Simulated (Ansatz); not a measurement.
# La on Hf(0001): change of the work function

Aim: the work function of Hf(0001) at several coverages of La (fcc site), and the dipole that each adsorbate carries.

Calculated with Ansatz 0.2.0; plane-wave DFT, PBE, Ansatz PAW.

Report form: inputs, costs, results and the conclusion, without the logs.

## (1) Starting point

The cell holds 4 atoms: 4 Hf. Its edges and angles: a = 3.200 Å, b = 3.200 Å, c = 25.594 Å, α = 90.0°, β = 90.0°, γ = 60.0°. Vacuum lies along c.

Coordinates:

```cif
data_structure
_symmetry_space_group_name_H-M 'P 1'
_symmetry_Int_Tables_number 1
_cell_length_a 3.2000
_cell_length_b 3.2000
_cell_length_c 25.5936
_cell_angle_alpha 90.000
_cell_angle_beta 90.000
_cell_angle_gamma 60.000
_cell_volume 226.97
loop_
_atom_site_label
_atom_site_type_symbol
_atom_site_fract_x
_atom_site_fract_y
_atom_site_fract_z
_atom_site_occupancy
Hf1 Hf 0.66667 0.66667 0.35165 1
Hf2 Hf 0.00000 0.00000 0.45055 1
Hf3 Hf 0.66667 0.66667 0.54945 1
Hf4 Hf 0.00000 0.00000 0.64835 1
```

## (2) The clean slab

The bare slab comes first, as the zero from which every change is counted. The two lowest layers are held at bulk places and the upper ones relax. The dipole correction removes the false field that a one-sided slab makes across the periodic vacuum, so each face gets a flat vacuum level of its own.

input.yaml

```yaml
crystal:
  lattice:
    - [3.2, 0.0, 0.0]
    - [1.6, 2.7712812921, 0.0]
    - [0.0, 0.0, 25.5936]
  atoms:
    - { symbol: Hf, position: [0.6666666667, 0.6666666667, 0.3516504126] }
    - { symbol: Hf, position: [0.0, 0.0, 0.4505501375] }
    - { symbol: Hf, position: [0.6666666667, 0.6666666667, 0.5494498625] }
    - { symbol: Hf, position: [0.0, 0.0, 0.6483495874] }
kpoints:
  mp_grid: { grid: [12, 12, 1] }
hamiltonian:
  xc: pbe
scf:
  occupations: { method: fermi_dirac, width: 0.1 }
  convergence: { dr2_threshold: 1.0e-08 }
efield:
  axis: 3
  dipole_correction: true
  ramp_position: 0.97
  ramp_width: 0.06
relax:
  f_tol: 0.02
  max_steps: 60
  constraints: [{ sites: [0, 1] }]
output:
  write_potential: true
  write_density: true
  volumetric_format: npy
```

Command:

```console
ansatz run input.yaml --threads 4 --pin off --max-ram 16384MiB --backend cpu --events-out ev --progress --plain --runs-dir out
```

Elapsed: 34 s, on 4 threads of Arm Neoverse V1, shared host; peak memory 0.71 GiB; 2.2 min of CPU time.

Step by step:

```csv
step,energy less that of the first step (eV),largest force component (eV/Å)
1,0.0000,0.8192
2,0.0064,1.1135
3,-0.0592,0.1717
4,-0.0611,0.0471
5,-0.0613,0.0017
```

Relaxation step 2 was tried and not accepted.

Forces are held to the 6 operations that the program found; a distortion that breaks them can't arise in this run.

The atoms that moved most (Å):

```csv
atom,dx,dy,dz,length
Hf3,0.000,0.000,0.108,0.108
Hf4,0.000,0.000,-0.043,0.043
```

This step gave:

| Quantity | Value |
| --- | --- |
| energy at zero smearing | -62883.4700 eV |
| work function, upper face | 4.332 eV |
| work function, lower face | 4.381 eV |
| dipole along the normal | 0.002372 e·Å |
| step between the vacuum levels | -0.04841 eV |

Running mean over 2.5312 Å of the planar mean; the ramp of the sawtooth is left out. Table of electron's electrostatic potential energy less the Fermi level by z:

z (Å), electron's electrostatic potential energy less the Fermi level (eV) and a bar from the least value:
```
      3.0       4.38 ##############################
      3.5       4.38 ##############################
      4.0       4.38 ##############################
      4.5       4.37 ##############################
      5.0       4.35 ##############################
      5.5       4.30 ##############################
      6.0       4.13 #############################
      6.5       3.64 ############################
      7.0       2.31 #########################
      7.5      -0.57 ##################
      8.0      -4.04 ##########
      8.5      -6.61 ####
      9.0      -7.41 ##
      9.5      -7.41 ##
     10.0      -7.30 ##
     10.5      -7.25 ##
     11.0      -7.26 ##
     11.5      -7.25 ##
     12.0      -7.07 ###
     12.5      -6.75 ###
     13.0      -6.68 ####
     13.5      -6.90 ###
     14.0      -7.23 ##
     14.5      -7.58 #
     15.0      -8.07 
     15.5      -8.20 
     16.0      -7.96 #
     16.5      -7.55 ##
     17.0      -6.75 ###
     17.5      -4.37 #########
     18.0      -0.94 #################
     18.5       2.06 ########################
     19.0       3.51 ############################
     19.5       4.05 #############################
     20.0       4.24 ##############################
     20.5       4.30 ##############################
     21.0       4.32 ##############################
     21.5       4.33 ##############################
     22.0       4.33 ##############################
     22.5       4.33 ##############################
```

The relaxation took 5 steps and lowered the energy by 0.061 eV; the largest force on the free atoms ends at 0.0017 eV/Å.

The work function of the upper face is 4.33 eV.

## (3) The covered slab, k-mesh 4×4×1, coverage 0.111 ML

System of this step: La/Hf(0001). The cell holds 37 atoms: 36 Hf and 1 La. Cell: a = 9.600 Å, b = 9.600 Å, c = 29.024 Å, α = 90.0°, β = 90.0°, γ = 60.0°. Vacuum lies along c.

The clean slab as it ended is repeated in the plane and the adsorbate is set on one face; the cell's size fixes the coverage, and the k-mesh shrinks with it to keep the sampling density about even. Adsorbate and upper layers relax, since the dipole depends on the height.

input.yaml

```yaml
crystal:
  lattice:
    - [9.6, 0.0, 0.0]
    - [4.8, 8.3138438763, 0.0]
    - [0.0, 0.0, 29.0240821774]
  atoms:
    - { symbol: Hf, position: [0.2222222222, 0.2222222222, 0.3100873249] }
    - { symbol: Hf, position: [0.0, 0.0, 0.3972976623] }
    - { symbol: Hf, position: [0.2222222222, 0.2222222222, 0.4882431071] }
    - { symbol: Hf, position: [0.0, 0.0, 0.5702235903] }
    - { symbol: Hf, position: [0.2222222222, 0.5555555556, 0.3100873249] }
    - { symbol: Hf, position: [0.0, 0.3333333333, 0.3972976623] }
    - { symbol: Hf, position: [0.2222222222, 0.5555555556, 0.4882431071] }
    - { symbol: Hf, position: [0.0, 0.3333333333, 0.5702235903] }
[... 25 atom lines left out ...]
    - { symbol: Hf, position: [0.6666666667, 0.6666666667, 0.3972976623] }
    - { symbol: Hf, position: [0.8888888889, 0.8888888889, 0.4882431071] }
    - { symbol: Hf, position: [0.6666666667, 0.6666666667, 0.5702235903] }
    - { symbol: La, position: [0.1111111111, 0.1111111111, 0.6899126751] }
kpoints:
  mp_grid: { grid: [4, 4, 1] }
hamiltonian:
  xc: pbe
scf:
  occupations: { method: fermi_dirac, width: 0.1 }
  convergence: { dr2_threshold: 1.0e-08 }
efield:
  axis: 3
  dipole_correction: true
  ramp_position: 0.97
  ramp_width: 0.06
relax:
  f_tol: 0.02
  max_steps: 60
  constraints:
    - { sites: [0, 1, 4, 5, 8, 9, 12, 13, 16, 17, 20, 21, 24, 25, 28, 29, 32, 33] }
output:
  write_potential: true
  write_density: true
  volumetric_format: npy
```

It took 48 min on 4 threads; peak memory 7.8 GiB; 3.1 h of CPU time.

Step by step:

```csv
step,energy less that of the first step (eV),largest force component (eV/Å)
1,0.0000,2.1480
2,-0.4913,2.0185
3,-0.8797,1.6039
4,-1.1558,0.9334
5,-1.2939,0.5248
6,-1.3240,0.3100
7,-1.3328,0.0241
8,-1.3330,0.0061
```

The run keeps the 6 symmetry operations that the program found, so distortions that break them were not tested.

The atoms that moved most (Å):

```csv
atom,dx,dy,dz,length
La37,0.000,0.000,-0.880,0.880
Hf20,-0.074,-0.043,0.083,0.119
Hf24,0.000,0.085,0.083,0.119
Hf32,0.074,-0.043,0.083,0.119
Hf16,-0.041,0.024,-0.085,0.097
Hf8,0.000,-0.047,-0.085,0.097
Hf4,0.041,0.024,-0.085,0.097
Hf36,0.011,0.007,0.073,0.074
```

The relaxed structure:

```xyz
37
Lattice="9.6000 0.0000 0.0000 4.8000 8.3138 0.0000 0.0000 0.0000 29.0241" Properties=species:S:1:pos:R:3
Hf    3.2000    1.8475    9.0000
Hf    0.0000    0.0000   11.5312
Hf    3.2230    1.8608   14.1042
Hf    0.0408    0.0235   16.4650
Hf    4.8000    4.6188    9.0000
Hf    1.6000    2.7713   11.5312
Hf    4.7956    4.6213   14.2305
Hf    1.6000    2.7242   16.4650
Hf    6.4000    7.3901    9.0000
Hf    3.2000    5.5426   11.5312
Hf    6.4000    7.3635   14.1042
Hf    3.1886    5.5492   16.6234
Hf    6.4000    1.8475    9.0000
Hf    3.2000    0.0000   11.5312
Hf    6.4000    1.8425   14.2305
Hf    3.1592    0.0235   16.4650
Hf    8.0000    4.6188    9.0000
Hf    4.8000    2.7713   11.5312
Hf    8.0044    4.6213   14.2305
Hf    4.7263    2.7288   16.6331
Hf    9.6000    7.3901    9.0000
Hf    6.4000    5.5426   11.5312
Hf    9.6294    7.3731   14.1677
Hf    6.4000    5.6276   16.6331
Hf    9.6000    1.8475    9.0000
Hf    6.4000    0.0000   11.5312
Hf    9.5770    1.8608   14.1042
Hf    6.4000   -0.0132   16.6234
Hf   11.2000    4.6188    9.0000
Hf    8.0000    2.7713   11.5312
Hf   11.2000    4.6528   14.1677
Hf    8.0737    2.7288   16.6331
Hf   12.8000    7.3901    9.0000
Hf    9.6000    5.5426   11.5312
Hf   12.7706    7.3731   14.1677
Hf    9.6114    5.5492   16.6234
La    1.6000    0.9238   19.1445
```

This step gave:

```
energy at zero smearing        : -572201.7417 eV
work function, upper face      : 3.037 eV
work function, lower face      : 4.375 eV
dipole along the normal        : 0.5903 e·Å
step between the vacuum levels : -1.338 eV
```

Running mean over 2.5312 Å of the planar mean; the ramp of the sawtooth is left out. Table of electron's electrostatic potential energy less the Fermi level by z:

```csv
z (Å),electron's electrostatic potential energy less the Fermi level (eV)
4,4.37
5,4.35
6,4.12
7,2.30
8,-4.05
9,-7.42
10,-7.30
11,-7.26
12,-7.08
13,-6.70
14,-7.23
15,-7.93
16,-7.79
17,-6.77
18,-2.00
19,1.46
20,2.00
21,2.71
22,2.99
23,3.03
24,3.04
25,3.04
```

The relaxation took 8 steps and lowered the energy by 1.3 eV; the largest force on the free atoms ends at 0.0061 eV/Å.

The covered face has 3.04 eV, -1.30 eV against the clean one; the bare back face has moved by -0.01 eV, a measure of how thin the slab is.

## (4) The covered slab, k-mesh 6×6×1, coverage 0.25 ML

System of this step: La/Hf(0001). The cell holds 17 atoms: 16 Hf and 1 La. Its edges and angles: a = 6.400 Å, b = 6.400 Å, c = 29.024 Å, α = 90.0°, β = 90.0°, γ = 60.0°. Vacuum lies along c.

Another coverage, to see how the dipoles act on each other as their distance changes.

input.yaml

```yaml
crystal:
  lattice:
    - [6.4, 0.0, 0.0]
    - [3.2, 5.5425625842, 0.0]
    - [0.0, 0.0, 29.0240821774]
  atoms:
    - { symbol: Hf, position: [0.3333333333, 0.3333333333, 0.3100873249] }
    - { symbol: Hf, position: [0.0, 0.0, 0.3972976623] }
    - { symbol: Hf, position: [0.3333333333, 0.3333333333, 0.4882431071] }
    - { symbol: Hf, position: [0.0, 0.0, 0.5702235903] }
    - { symbol: Hf, position: [0.3333333333, 0.8333333333, 0.3100873249] }
    - { symbol: Hf, position: [0.0, 0.5, 0.3972976623] }
    - { symbol: Hf, position: [0.3333333333, 0.8333333333, 0.4882431071] }
    - { symbol: Hf, position: [0.0, 0.5, 0.5702235903] }
    - { symbol: Hf, position: [0.8333333333, 0.3333333333, 0.3100873249] }
    - { symbol: Hf, position: [0.5, 0.0, 0.3972976623] }
    - { symbol: Hf, position: [0.8333333333, 0.3333333333, 0.4882431071] }
    - { symbol: Hf, position: [0.5, 0.0, 0.5702235903] }
    - { symbol: Hf, position: [0.8333333333, 0.8333333333, 0.3100873249] }
    - { symbol: Hf, position: [0.5, 0.5, 0.3972976623] }
    - { symbol: Hf, position: [0.8333333333, 0.8333333333, 0.4882431071] }
    - { symbol: Hf, position: [0.5, 0.5, 0.5702235903] }
    - { symbol: La, position: [0.1666666667, 0.1666666667, 0.6899126751] }
kpoints:
  mp_grid: { grid: [6, 6, 1] }
hamiltonian:
  xc: pbe
scf:
  occupations: { method: fermi_dirac, width: 0.1 }
  convergence: { dr2_threshold: 1.0e-08 }
efield:
  axis: 3
  dipole_correction: true
  ramp_position: 0.97
  ramp_width: 0.06
relax:
  f_tol: 0.02
  max_steps: 60
  constraints: [{ sites: [0, 1, 4, 5, 8, 9, 12, 13] }]
output:
  dos: { projected: true, e_range: [-8, 4] }
  write_potential: true
  write_density: true
  volumetric_format: npy
  elf: true
```

It took 11 min on 4 threads; peak memory 5.8 GiB.

Relaxation path:

```csv
step,energy less that of the first step (eV),largest force component (eV/Å)
1,0.0000,1.9291
2,-0.5104,1.8958
3,-0.8876,1.5042
4,-1.1414,0.7966
5,-1.2353,0.1011
6,-1.2429,0.0639
7,-1.2435,0.0054
```

The run keeps the 6 symmetry operations that the program found, so distortions that break them were not tested.

The atoms that moved most (Å):

```csv
atom,dx,dy,dz,length
La17,0.000,0.000,-0.817,0.817
Hf16,0.000,0.000,0.203,0.203
Hf12,-0.047,0.027,-0.007,0.054
Hf4,0.047,0.027,-0.007,0.054
Hf8,0.000,-0.054,-0.007,0.054
Hf7,0.000,-0.037,-0.009,0.039
Hf11,-0.032,0.019,-0.009,0.039
Hf3,0.032,0.019,-0.009,0.039
```

The relaxed structure:

```xyz
17
Lattice="6.4000 0.0000 0.0000 3.2000 5.5426 0.0000 0.0000 0.0000 29.0241" Properties=species:S:1:pos:R:3
Hf    3.2000    1.8475    9.0000
Hf    0.0000    0.0000   11.5312
Hf    3.2325    1.8663   14.1619
Hf    0.0468    0.0270   16.5436
Hf    4.8000    4.6188    9.0000
Hf    1.6000    2.7713   11.5312
Hf    4.8000    4.5813   14.1619
Hf    1.6000    2.7172   16.5436
Hf    6.4000    1.8475    9.0000
Hf    3.2000    0.0000   11.5312
Hf    6.3675    1.8663   14.1619
Hf    3.1532    0.0270   16.5436
Hf    8.0000    4.6188    9.0000
Hf    4.8000    2.7713   11.5312
Hf    8.0000    4.6188   14.1483
Hf    4.8000    2.7713   16.7528
La    1.6000    0.9238   19.2067
```

This step gave:

- energy at zero smearing: -257784.2631 eV
- work function, upper face: 2.462 eV
- work function, lower face: 4.374 eV
- dipole along the normal: 0.3747 e·Å
- step between the vacuum levels: -1.912 eV

Running mean over 2.5312 Å of the planar mean; the ramp of the sawtooth is left out. The electron's electrostatic potential energy less the Fermi level by z:

```csv
z (Å),electron's electrostatic potential energy less the Fermi level (eV)
4,4.37
5,4.35
6,4.12
7,2.30
8,-4.05
9,-7.41
10,-7.30
11,-7.25
12,-7.09
13,-6.77
14,-7.26
15,-7.80
16,-7.63
17,-6.78
18,-3.10
19,-0.797
20,-0.312
21,1.43
22,2.28
23,2.43
24,2.46
25,2.46
```

The density of states has structure finer than the step of the table below, so its rows give means over 0.25 eV. Peaks (eV: height): -1.320: 50.4, -1.170: 46.8, -0.960: 48.8, 0.480: 44.1, 0.930: 122, 1.530: 40.8, 1.650: 45.7.

Table of density of states by energy, zero at the Fermi level; means over each step:

energy (eV), density of states (states/eV a cell) and a bar:
```
    -7.00          0 
    -6.75          1 
    -6.50          1 
    -6.25          1 
    -6.00          1 
    -5.75          2 #
    -5.50          3 #
    -5.25          2 #
    -5.00          2 #
    -4.75          4 ##
    -4.50          4 #
    -4.25          3 #
    -4.00          3 #
    -3.75         10 ####
    -3.50          4 ##
    -3.25         14 ######
    -3.00         10 ####
    -2.75         12 #####
    -2.50         13 #####
    -2.25         14 #####
    -2.00         12 #####
    -1.75          7 ###
    -1.50         14 ######
    -1.25         29 ############
    -1.00         30 ############
    -0.75         18 #######
    -0.50         17 #######
    -0.25         22 #########
     0.00         21 ########
     0.25         25 ##########
     0.50         29 ############
     0.75         31 #############
     1.00         75 ##############################
     1.25         29 ############
     1.50         22 #########
     1.75         22 #########
```

[end of part 1 of 2]

[Long decimals in the printed logs are rounded to 6 places.]

[Logs are printed without paths, hosts, clocks, repeated set-up lines and the standing remarks that a program may print on its own settings, such as how far it seeks lower states.]

[Hosts, paths, dates, database ids (printed as entryN), source tags and the programs' standing remarks are cut or masked in the printed files.]

[Maps of the electrostatic potential energy from Ansatz leave out the sawtooth potential of an applied field or a dipole correction, so their vacuum need not be flat; planar profiles and work functions include it.]

[The density of states shown here was stored with 400 of the rows of the run's finer table, so its peaks can read low, often by over a quarter, or be missed, and its means over a window can be off by a tenth or more.]
